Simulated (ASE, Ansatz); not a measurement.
# Energy and forces of generalised stacking fault on (112) of a Nb-Li solid solution (54 atoms)

What does DFT give for generalised stacking fault on (112) of a Nb-Li solid solution (54 atoms) as built?

Method: Kohn-Sham DFT, r2SCAN, PAW (set soft_2), plane waves, in Ansatz 0.2.0.

**1. The starting structure**

The cell holds 54 atoms: 30 Nb and 24 Li. Cell: a = 8.820 Å, b = 4.801 Å, c = 25.206 Å, α = 90.0°, β = 86.1°, γ = 90.0°. It derives from Nb and Li. Bcc Nb lattice (a = 3.3949 Å, the value set for the mixture), cell with z along [112], 3 x 1 x 3 periods; the third cell vector is tilted by 0.583 of 1/2<111> (its sense, twinning or antitwinning, isn't checked) and lengthened by 0.2 Å, so the cell holds one fault; displaced by a Gaussian of 0.01 Å; 24 of 54 Nb sites given to Li at random (lattice constant by Vegard's rule between Nb and Li).

Limits known from the start: The cell is under 6 Å thick along one periodic direction, so every atom has periodic images of itself close by, which move with it and show among its neighbours and in g(r). The host structure and its lattice constant were typed by rule, without a check against the phase diagram.

**2. Plane-wave single point**

The electrons are solved once, with the atoms held.

input.yaml

```yaml
crystal:
  lattice:
    - [8.82021, 0.0, 0.0]
    - [0.0, 4.80111, 0.0]
    - [1.715, 0.0, 25.14732]
  atoms:
    - { symbol: Nb, position: [0.47534, 0.99947, 0.99218] }
    - { symbol: Nb, position: [0.13936, 0.00111, 0.99115] }
    - { symbol: Li, position: [0.80825, 0.00176, 0.9917] }
    - { symbol: Nb, position: [0.76828, 0.49721, 0.05379] }
    - { symbol: Nb, position: [0.43445, 0.50134, 0.05439] }
    - { symbol: Li, position: [0.1012, 0.50079, 0.05474] }
    - { symbol: Li, position: [0.86684, 0.00146, 0.10948] }
    - { symbol: Li, position: [0.53287, 0.00013, 0.11046] }
    - { symbol: Nb, position: [0.19927, 0.99986, 0.11033] }
    - { symbol: Nb, position: [0.63523, 0.49904, 0.16508] }
    - { symbol: Li, position: [0.30374, 0.5014, 0.16508] }
    - { symbol: Li, position: [0.96761, 0.49827, 0.1651] }
    - { symbol: Nb, position: [0.73557, 0.99869, 0.22063] }
    - { symbol: Nb, position: [0.40196, 0.00201, 0.21994] }
    - { symbol: Li, position: [0.0674, 0.99825, 0.21994] }
    - { symbol: Li, position: [0.83573, 0.50004, 0.27551] }
    - { symbol: Li, position: [0.5017, 0.49971, 0.27512] }
    - { symbol: Li, position: [0.16745, 0.50076, 0.27439] }
    - { symbol: Li, position: [0.60217, 0.00071, 0.33064] }
    - { symbol: Li, position: [0.26904, 0.00508, 0.33017] }
    - { symbol: Li, position: [0.93658, 0.99838, 0.3307] }
    - { symbol: Nb, position: [0.70331, 0.50104, 0.38487] }
    - { symbol: Nb, position: [0.37033, 0.49757, 0.3858] }
    - { symbol: Li, position: [0.03462, 0.49898, 0.38556] }
    - { symbol: Nb, position: [0.80368, 0.00098, 0.44071] }
    - { symbol: Nb, position: [0.46946, 0.00081, 0.44102] }
    - { symbol: Li, position: [0.13507, 0.00361, 0.44099] }
    - { symbol: Nb, position: [0.56931, 0.501, 0.49625] }
    - { symbol: Nb, position: [0.23653, 0.4988, 0.49601] }
    - { symbol: Li, position: [0.90228, 0.50142, 0.49596] }
    - { symbol: Nb, position: [0.67078, 0.99869, 0.55094] }
    - { symbol: Nb, position: [0.33599, 0.00473, 0.54988] }
    - { symbol: Nb, position: [0.00381, 0.00037, 0.55086] }
    - { symbol: Nb, position: [0.77124, 0.50211, 0.60604] }
    - { symbol: Li, position: [0.43697, 0.50218, 0.6064] }
    - { symbol: Li, position: [0.10342, 0.50218, 0.60614] }
    - { symbol: Nb, position: [0.53734, 0.99371, 0.6612] }
    - { symbol: Li, position: [0.20541, 0.99922, 0.66148] }
    - { symbol: Li, position: [0.87161, 0.00199, 0.66046] }
    - { symbol: Nb, position: [0.63878, 0.49864, 0.71581] }
    - { symbol: Li, position: [0.30708, 0.50163, 0.71604] }
    - { symbol: Nb, position: [0.97299, 0.50192, 0.71598] }
    - { symbol: Nb, position: [0.73991, 0.99908, 0.77107] }
    - { symbol: Nb, position: [0.40629, 0.99828, 0.77183] }
    - { symbol: Nb, position: [0.07371, 0.00102, 0.77176] }
    - { symbol: Nb, position: [0.50662, 0.50165, 0.82658] }
    - { symbol: Nb, position: [0.17071, 0.50277, 0.82574] }
    - { symbol: Li, position: [0.83887, 0.50352, 0.82697] }
    - { symbol: Nb, position: [0.60492, 0.00143, 0.88108] }
    - { symbol: Nb, position: [0.27372, 0.00151, 0.88147] }
    - { symbol: Nb, position: [0.93775, 0.00062, 0.88076] }
    - { symbol: Nb, position: [0.70675, 0.49809, 0.93645] }
    - { symbol: Li, position: [0.37253, 0.50147, 0.93643] }
    - { symbol: Li, position: [0.0401, 0.50072, 0.93671] }
kpoints:
  mp_grid: { grid: [2, 4, 1] }
hamiltonian:
  xc: r2scan
scf:
  occupations: { method: fermi_dirac, width: 0.1 }
output:
  forces: true
  stress: true
  populations: true
  dos:
    method: { smearing: { sigma: 0.1 } }
    de: 0.1
    projected: { site_lists: { Li: [Li], Nb: [Nb] } }
  eigenvalues: true
  write_density: true
  write_potential: true
  volumetric_format: npy
```

On the command line:

```console
$ ansatz run input.yaml --threads 8 --pin off --max-ram 15872MiB --backend cpu --events-out ev --progress --plain --runs-dir out
```

The program printed:

```text
Engine: ansatz 0.2.0, aarch64-unknown-linux-gnu
Pseudopotentials: kind: paw
Pseudopotential: Nb, paw, valence charge 13, recommended cutoff 500 eV (meta_gga), Nb.paw.azcp
Pseudopotential: Li, paw, valence charge 3, recommended cutoff 500 eV (meta_gga), Li.paw.azcp
[... 6 lines on functional and potentials left out ...]
Crystal: 54 atoms, lattice volume = 1064.908 Å³
Basis set: ecut = 500 eV, 27037 PW (Γ), exchange–correlation on 288×144×768 points (64 copies of the dense FFT grid, shifted against one another)
Bands: 285, of which v1, the nominal top of the filled ones, is band 231 counted from 1 (230 counted from 0)
Symmetry: 1 space group operations
Space group: P1 (ITA 1), of the structure as read, at distance tolerance 1.0e-4 Å
k-points: 6 of 8 (time reversal used)
[... 6 lines on functional and potentials left out ...]
Initial density: superposition of atomic densities (neutral atoms: chi_scale 0, normalization atom), corrected by the library's trained network
Initial wavefunctions: pseudopotential atomic-orbital guess
Functional: x = r2scan, c = r2scan; τ floored in thin density (d = 2e-4 eV/Å³)
SCF iter   1: F=—  HF=-141801.046572 eV  |F-HF|=—  |Δ(HF+E_count)|=         —  Δρ=1.08e-2  dr2=3.27e1  dr2_τ=4.29e-1  ethr=1.77e-3  ⟨swp⟩=10.0  Hψ=7663  notcnv=0
preconditioner: auto → Kerker (q_TF=auto, 2.374 Å⁻¹)  [metal: Δε(μ)=0.005 eV  Ē_g=2.718 eV  σ=0.100 eV  W_gap=0.01  n_scr=234 (ndim 8)  ℏωp=15.0 eV  f_vac=0.000  D(μ)=61.74/eV (n_scr^D=626)]
SCF iter   2: F=—  HF=-141801.158731 eV  |F-HF|=—  |Δ(HF+E_count)|=   1.12e-1  Δρ=7.56e-3  dr2=6.34e0  dr2_τ=2.44e-1  ethr=1.77e-3  ⟨swp⟩=2.0  Hψ=2144  notcnv=0
SCF iter   3: F=—  HF=-141801.117624 eV  |F-HF|=—  |Δ(HF+E_count)|=   4.11e-2  Δρ=3.69e-3  dr2=1.60e0  dr2_τ=2.22e-2  ethr=1.37e-3  ⟨swp⟩=1.0  Hψ=1710  notcnv=0
SCF iter   4: F=—  HF=-141801.127868 eV  |F-HF|=—  |Δ(HF+E_count)|=   1.02e-2  Δρ=3.13e-3  dr2=7.90e-1  dr2_τ=2.88e-2  ethr=3.45e-4  ⟨swp⟩=1.0  Hψ=1710  notcnv=0
SCF iter   5: F=—  HF=-141801.112132 eV  |F-HF|=—  |Δ(HF+E_count)|=   1.57e-2  Δρ=8.19e-4  dr2=8.00e-2  dr2_τ=1.64e-3  ethr=1.71e-4  ⟨swp⟩=1.0  Hψ=1710  notcnv=0
SCF iter   6: F=—  HF=-141801.113106 eV  |F-HF|=—  |Δ(HF+E_count)|=   9.74e-4  Δρ=5.67e-4  dr2=1.24e-2  dr2_τ=1.12e-3  ethr=1.73e-5  ⟨swp⟩=1.0  Hψ=1710  notcnv=0
SCF iter   7: F=—  HF=-141801.113141 eV  |F-HF|=—  |Δ(HF+E_count)|=   3.46e-5  Δρ=2.65e-4  dr2=4.76e-3  dr2_τ=1.88e-4  ethr=2.67e-6  ⟨swp⟩=2.0  Hψ=1864  notcnv=0
SCF iter   8: F=—  HF=-141801.113226 eV  |F-HF|=—  |Δ(HF+E_count)|=   8.47e-5  Δρ=1.65e-4  dr2=2.96e-3  dr2_τ=4.64e-5  ethr=1.03e-6  ⟨swp⟩=1.0  Hψ=1710  notcnv=0
SCF iter   9: F=—  HF=-141801.113253 eV  |F-HF|=—  |Δ(HF+E_count)|=   2.69e-5  Δρ=1.04e-4  dr2=8.12e-4  dr2_τ=3.93e-5  ethr=6.41e-7  ⟨swp⟩=1.0  Hψ=1710  notcnv=0
SCF iter  10: F=—  HF=-141801.113256 eV  |F-HF|=—  |Δ(HF+E_count)|=   3.21e-6  Δρ=4.98e-5  dr2=1.87e-4  dr2_τ=1.12e-5  ethr=1.76e-7  ⟨swp⟩=1.2  Hψ=1746  notcnv=0
SCF iter  11: F=—  HF=-141801.113253 eV  |F-HF|=—  |Δ(HF+E_count)|=   2.98e-6  Δρ=2.78e-5  dr2=1.83e-5  dr2_τ=6.41e-7  ethr=4.06e-8  ⟨swp⟩=1.0  Hψ=1710  notcnv=0
SCF iter  12: F=—  HF=-141801.114769 eV  |F-HF|=—  |Δ(HF+E_count)|=   1.52e-3  Δρ=1.74e-5  dr2=1.14e-5  dr2_τ=8.78e-7  ethr=3.97e-9  ⟨swp⟩=2.0  Hψ=1960  notcnv=0
SCF iter  13: F=—  HF=-141801.114769 eV  |F-HF|=—  |Δ(HF+E_count)|=   1.19e-7  Δρ=6.77e-6  dr2=2.85e-6  dr2_τ=1.08e-7  ethr=2.47e-9  ⟨swp⟩=2.0  Hψ=1866  notcnv=0
SCF iter  14: F=—  HF=-141801.114769 eV  |F-HF|=—  |Δ(HF+E_count)|=   6.22e-8  Δρ=5.30e-6  dr2=1.35e-6  dr2_τ=8.57e-8  ethr=6.16e-10  ⟨swp⟩=2.0  Hψ=1909  notcnv=0
SCF iter  15: F=—  HF=-141801.114769 eV  |F-HF|=—  |Δ(HF+E_count)|=   1.27e-8  Δρ=2.46e-6  dr2=1.62e-7  dr2_τ=8.71e-9  ethr=2.92e-10  ⟨swp⟩=1.2  Hψ=1711  notcnv=0
SCF iter  16: F=—  HF=-141801.114769 eV  |F-HF|=—  |Δ(HF+E_count)|=   2.60e-8  Δρ=1.67e-6  dr2=2.21e-7  dr2_τ=5.08e-9  ethr=2.16e-11  ⟨swp⟩=10.3  Hψ=9216  notcnv=0
SCF iter  17: F=-141801.114769 eV  HF=-141801.114769 eV  |F-HF|=2.95e-8  |Δ(HF+E_count)|=   4.22e-9  Δρ=1.11e-6  dr2=4.27e-8  dr2_τ=2.00e-9  ethr=2.16e-11  ⟨swp⟩=6.0  Hψ=8633  notcnv=0
SCF 1 converged in 17 iterations: F = -141801.114769 eV  dr2 = 4.27e-8
  greatest PAW one-centre occupation: 1.000 electrons in one spin orbital (limit 2), on the Nb atom at site 48 (counted from 0), in its partial waves of l = 0
SCF converged after 17 iterations
Free energy (F): -141801.114769 eV
Harris-Foulkes:  -141801.114769 eV  (|F-HF|=2.95e-8)
Internal energy: -141799.122438 eV  (E = F + TS)
E sigma→0 (E₀):  -141800.118603 eV
Entropy (-TS):   -1.992331 eV (-36.895 meV/atom)
Fermi energy:    9.183068 eV
--- Per-component energies (eV) ---
  E_band       = -7392.155717
  E_kinetic    = 12165.825699
  E_local      = -53456.040702  (includes V_loc(G=0)·N_el)
  E_nonlocal   = 2805.517125
  E_hartree    = 20786.325255
  E_xc         = -5245.623060
  E_vxc        = -7324.065840  (∫ρ·V_xc dr)
  E_paw        = -93227.397655  (= ΣΔE_a)
  E_vpaw       = -3620.761015  (= ΣTr[D̂ρ^β])
  E_aug_tail   = -0.002350  (compensation charges beyond the density's cutoff)
  E_vtau       = 464.709071  (kinetic-family band-sum trace: ∫τ·v_τ [+ j·A + Jᵃ·Aᵃ] dr)
  E_ewald      = -25621.953830
  E_core_change = -5.772921  (= ΣΔE_core)
  E_smearing   = -1.992331  (= −TS)
  E_closure    = -0.000000  (closes the sum)
  Σ components = -141801.114769   (vs F -141801.114769, Δ=0.00e0)
--- Forces (eV/Å), atoms counted from 1 ---
  atom   1  Nb    -0.02176779     0.02577836    -0.08525545
  atom   2  Nb     1.44478398    -0.01359602     0.43524161
  atom   3  Li    -0.01109428    -0.06777251    -0.09519893
  atom   4  Nb    -1.90760207     0.09024333    -0.17546343
  atom   5  Nb     0.25880127    -0.02429709    -0.07224046
  atom   6  Li    -0.02108673    -0.00249359     0.07480686
  atom   7  Li    -0.10947725    -0.04167708     0.05067091
  atom   8  Li     0.42891067     0.00030170    -0.14781417
  atom   9  Nb     1.58366738     0.02097141    -1.46856079
  atom  10  Nb    -0.31309654    -0.01278869     0.10426794
  atom  11  Li    -0.24241801    -0.00529305     0.07574323
  atom  12  Li     0.03674590     0.01084363    -0.13316879
  atom  13  Nb    -2.14524572     0.01836687    -1.12450451
  atom  14  Nb     1.91987336    -0.01190750    -1.18771626
[...]
atom  53  Li    -0.28545018    -0.01068791     0.20604354
  atom  54  Li     0.06822364     0.00107714     0.12484526
  max |Σ_I F_I| component: 7.63e-5 eV/Å
--- Stress (GPa, compression-positive) ---
      -11.941796       0.027634       0.309426
        0.027634      -9.950384       0.047767
        0.309426       0.047767     -10.503680
  P = ⅓ Tr σ = -10.7986 GPa (-107.986 kbar)
--- Band table (eV; the first three rows and the last of 6) ---
  k-point 0: bands = ["-47.7757", "-47.7129", "-47.5996", "-47.5860", [... 269 levels ...], "11.1110", "11.1809", "11.2321", "11.3007", "11.3082", "11.4040", "11.4161", "11.4594", "11.4930", "11.5126", "11.5879", "11.6311"]
[...]
--- Löwdin populations: 54 sites ---
  site symbol       q [e]
     0     Nb     13.0253
     1     Nb     13.1830
     2     Li      2.6551
[...]
53     Li      2.6475
  spilling = 0.008860 (of n_electrons = 462.000000)
```

It took 1.9 min on 8 threads of Arm Neoverse V2, shared host; peak memory 8.6 GiB; 15 min of CPU time.

Reading the cycles: dr2 is the Hartree energy of the density residual (eV), the measure of convergence; HF is the Harris–Foulkes estimate of the energy, which meets the free energy F at convergence.

Numbers from this run:

```yaml
free_energy: -141801.1148 eV
free_energy_per_atom: -2625.9466 eV/atom
scf_cycles: 17
pressure: -10.8 GPa
r_m_s_force_component: 0.5274 eV/Å
longest_force: 2.59 eV/Å
fermi_energy: 9.183 eV
levels_partly_filled_by_over_2_per_cent: 128
spilling_of_the_projection: 0.00886
```

Length of the force by element:

```tsv
element	coordination	atoms	mean length of the force (eV/Å)	spread	least	most
Li	all	24	0.213	0.105	0.0756	0.454
Nb	all	30	0.931	0.768	0.0917	2.59
```

States in the cell by windows of 1 eV, zero at the Fermi level; the larger projections on atomic orbitals stand beside the total:

```tsv
from (eV)	to (eV)	total	Nb d	Nb s	Li s
-14	-6	0.0	0.0	0.0	0.0
-6	-5	0.7	0.0	0.6	0.1
-5	-4	4.9	0.2	3.6	1.1
-4	-3	11.9	2.4	6.8	2.5
-3	-2	33.6	21.9	6.9	4.2
-2	-1	56.6	47.3	3.9	4.1
-1	0	66.1	56.4	3.0	3.6
0	1	48.7	38.4	2.8	2.7
```

About 288 of the 462 electrons lie in deeper levels, below the stored range.

The levels nearest the highest filled one (over half full), pooled over k-points and spins:

```tsv
level less the highest filled one (eV)	occupation
-0.0204	1.11
-0.0124	1.07
-0.0097	1.06
-0.0041	1.03
-0.0014	1.02
0	1.01
0.0123	0.95
0.0136	0.943
0.0154	0.935
0.019	0.917
0.019	0.916
0.0335	0.845
```

Electrostatic potential energy in the ca plane at fractional y = 0.000, with atoms of Nb and Li within 0.2 Å of it. With pseudopotentials it is smooth inside the atoms' cores, unlike the true potential.

Ten even steps from '0' (-70 eV) to '9' (12 eV), each cell a mean:
```
99999999999999999999986579999999999962003799
99999987799999999999986568999888999986446899
89999975579999999999997679998644689998888999
68999975579998777899999999997300379999999999
68999987789997423689999999996200169998889999
78999999999985100479999999997410379986568999
99999999999985100379999999999754689862015899
99999999999997412589998899999988999851003799
99999999999999867899986579999999999962004799
89999987799999999999986568999888999986446898
47999975579999999999997679998644689998888998
04899975579998777899999999997300379999999998
03799998789997423689999999997200169999889999
14899999999985100489999999997410279986568999
57999999999985100379999999999754689862025899
89999999999997312589998899999988899850003799
99999976689999766899986579999999999962004799
89999742258999999999985568999999999985346899
57999620027999999999997679999988999998888999
15899720026999999999999899999866899999999999
03799852247999878999999999999755799998889999
14899987779998656899999999999866799986568999
57999999999998656899999999999988999862015899
89999999999999877999998889999999999850003799
```
Columns run along c (16.0 Å, from fractional 0.00 to 0.63 of the cell; values clipped at the 3rd and 97th percentile), rows up along a (8.8 Å). Atoms in or near the plane, at fractional coordinates: Li at (0.11, 0.87), Li at (0.11, 0.53), Nb at (0.11, 0.20), Nb at (0.22, 0.74), Nb at (0.22, 0.40), Li at (0.22, 0.07), Li at (0.33, 0.60), Li at (0.33, 0.27), Li at (0.33, 0.94), Nb at (0.44, 0.80), Nb at (0.44, 0.47), Li at (0.44, 0.14), Nb at (0.55, 0.67), Nb at (0.55, 0.34) and more.

Valence density in the ca plane at fractional y = 0.000, with atoms of Nb and Li within 0.2 Å of it. It is the smooth field of the valence electrons, not physical close to the nuclei.

Values in e/Å³, 13 rows by 16 columns, each cell a mean:
```
0.5 3.5 0.1 0.2 0.2 0.3 2.9 1.7 0.1 0.4 0.1 0.2 0.6 0.3 3.0 3.7
0.1 0.9 0.1 1.8 1.8 0.2 0.4 0.3 0.1 4.1 0.2 0.2 0.4 0.2 1.7 2.4
0.1 0.1 0.2 3.1 3.5 0.3 0.5 0.3 0.1 0.4 0.1 1.2 3.2 0.4 0.3 0.3
0.1 0.1 0.1 1.1 1.5 0.4 3.3 1.7 0.2 0.1 0.1 1.7 4.4 0.6 0.5 0.6
0.3 2.1 0.1 0.2 0.3 0.3 3.7 2.4 0.3 1.0 0.3 0.4 1.3 0.3 2.6 3.1
0.3 2.4 0.1 0.9 0.9 0.2 0.9 0.6 0.9 4.4 1.2 0.2 0.3 0.2 2.3 3.3
0.1 0.1 0.1 3.1 3.3 0.3 0.3 0.2 0.6 3.7 1.1 0.8 1.9 0.3 0.4 0.7
0.1 0.1 0.1 1.9 2.5 0.4 2.2 0.9 0.2 0.4 0.3 1.8 4.6 0.7 0.3 0.3
0.2 0.7 0.1 0.2 0.3 0.4 4.2 2.4 0.2 0.1 0.1 0.7 2.6 0.5 1.9 2.3
0.5 3.6 0.1 0.1 0.1 0.2 1.9 1.1 0.1 1.5 0.1 0.2 0.3 0.2 2.8 3.7
0.1 0.2 0.1 0.9 1.1 0.1 0.3 0.2 0.1 3.3 0.2 0.4 0.9 0.2 0.8 1.3
0.1 0.0 0.1 1.3 1.9 0.2 1.1 0.6 0.1 0.1 0.1 1.6 4.2 0.5 0.2 0.3
0.1 0.1 0.1 0.1 0.1 0.3 3.9 2.3 0.1 0.1 0.1 1.2 3.8 0.6 1.0 1.2
```
Columns run along c (16.0 Å, from fractional 0.29 to 0.92 of the cell), rows up along a (8.8 Å). Atoms in or near the plane, at fractional coordinates: Li at (0.33, 0.60), Li at (0.33, 0.27), Li at (0.33, 0.94), Nb at (0.44, 0.80), Nb at (0.44, 0.47), Li at (0.44, 0.14), Nb at (0.55, 0.67), Nb at (0.55, 0.34), Nb at (0.55, 0.00), Nb at (0.66, 0.54), Li at (0.66, 0.21), Li at (0.66, 0.87), Nb at (0.77, 0.74), Nb at (0.77, 0.41) and more.

Within 0.4 eV of the Fermi level the largest share is Nb d (87 % of the projected weight).

**3. Local order**

Bonds and neighbours are counted at the geometry of the runs.

Density 4.61 g/cm³, 19.72 Å³ an atom.

g(r), total and by pair (bins of 0.1 Å):

```tsv
r (Å)	total	Nb-Nb	Nb-Li	Li-Li
2.75	0.00	0.00	0.00	0.00
2.85	0.49	0.68	0.57	0.00
2.95	13.70	13.10	14.20	13.30
3.05	0.37	0.41	0.25	0.63
3.15	0.00	0.00	0.00	0.00
3.25	0.00	0.00	0.00	0.00
3.35	4.95	5.29	4.13	6.46
3.45	2.63	2.89	2.61	2.26
3.55	0.00	0.00	0.00	0.00
3.65	0.13	0.14	0.09	0.22
3.75	0.13	0.14	0.08	0.21
3.85	0.00	0.00	0.00	0.00
3.95	0.22	0.48	0.00	0.38
4.05	0.00	0.00	0.00	0.00
4.15	0.00	0.00	0.00	0.00
4.25	0.19	0.21	0.26	0.00
4.35	0.00	0.00	0.00	0.00
4.45	0.00	0.00	0.00	0.00
4.55	0.00	0.00	0.00	0.00
4.65	0.03	0.00	0.05	0.00
4.75	2.91	3.06	2.84	2.84
4.85	4.62	5.99	2.73	7.20
4.95	0.00	0.00	0.00	0.00
5.05	0.00	0.00	0.00	0.00
5.15	0.40	0.29	0.54	0.22
5.25	0.38	0.41	0.34	0.42
5.35	0.00	0.00	0.00	0.00
5.45	0.00	0.00	0.00	0.00
5.55	0.19	0.30	0.15	0.09
5.65	10.60	10.00	11.00	10.30
5.75	0.25	0.34	0.21	0.18
5.85	3.03	3.17	2.90	3.15
5.95	0.30	0.16	0.43	0.17
6.05	0.19	0.20	0.13	0.32
6.15	0.00	0.00	0.00	0.00
6.25	0.00	0.00	0.00	0.00
6.35	0.26	0.33	0.23	0.22
6.45	0.19	0.27	0.11	0.28
6.55	0.22	0.22	0.22	0.21
6.65	0.00	0.00	0.00	0.00
6.75	1.65	1.48	1.88	1.35
6.85	0.55	0.69	0.38	0.76
6.95	0.00	0.00	0.00	0.00
7.05	0.00	0.00	0.00	0.00
```

A closer look about Nb23, which bears the longest force: 15 atoms, nearest first, numbered in the order of the input, with positions taken from that point.

```tsv
atom	x	y	z	distance (Å)	Fx	Fy	Fz (eV/Å)
Nb23	0.00	0.00	0.00	0.00	1.78	0.09	1.88
Li20	-0.99	-2.36	-1.40	2.92	0.02	-0.08	0.17
Nb26	0.97	-2.38	1.39	2.92	0.22	0.00	0.28
Nb22	2.94	0.02	-0.02	2.94	-1.46	-0.02	1.61
Nb29	-0.99	0.01	2.77	2.94	0.71	0.02	-0.40
Li17	0.97	0.01	-2.78	2.95	0.23	0.02	0.00
Nb26	0.97	2.42	1.39	2.95	0.22	0.00	0.28
Li24	-2.96	0.01	-0.01	2.96	-0.04	0.02	0.24
Li20	-0.99	2.44	-1.40	2.98	0.02	-0.08	0.17
Li19	1.95	-2.39	-1.39	3.38	-0.22	0.00	0.08
Li27	-1.98	-2.37	1.39	3.39	0.35	-0.05	-0.12
Nb28	1.94	0.02	2.78	3.39	-0.27	-0.02	-0.94
Li19	1.95	2.42	-1.39	3.40	-0.22	0.00	0.08
Li27	-1.98	2.43	1.39	3.43	0.35	-0.05	-0.12
Li18	-1.98	0.02	-2.80	3.43	0.17	0.00	-0.11
```

**4. Summary of results**

```
free energy per atom       : -2625.9466 eV/atom
density                    : 4.606 g/cm³
pressure                   : -10.8 GPa
r.m.s. force component     : 0.5274 eV/Å
wall time of the 1 DFT run : 1.9 min
```

What this shows: 128 levels are partly filled, by over 2 % (on the run's k-points), as in a metal.

**Limits.** The geometry was built by rule, was displaced at random and isn't relaxed at this level: its force components are 0.53 eV/Å r.m.s. The pressure of -11 GPa means that a free cell would contract at this level.

[Logs are printed without paths, hosts, clocks, repeated set-up lines and the standing remarks that a program may print on its own settings, such as how far it seeks lower states.]

[Hosts, paths, dates, database ids (printed as entryN), source tags and the programs' standing remarks are cut or masked in the printed files.]
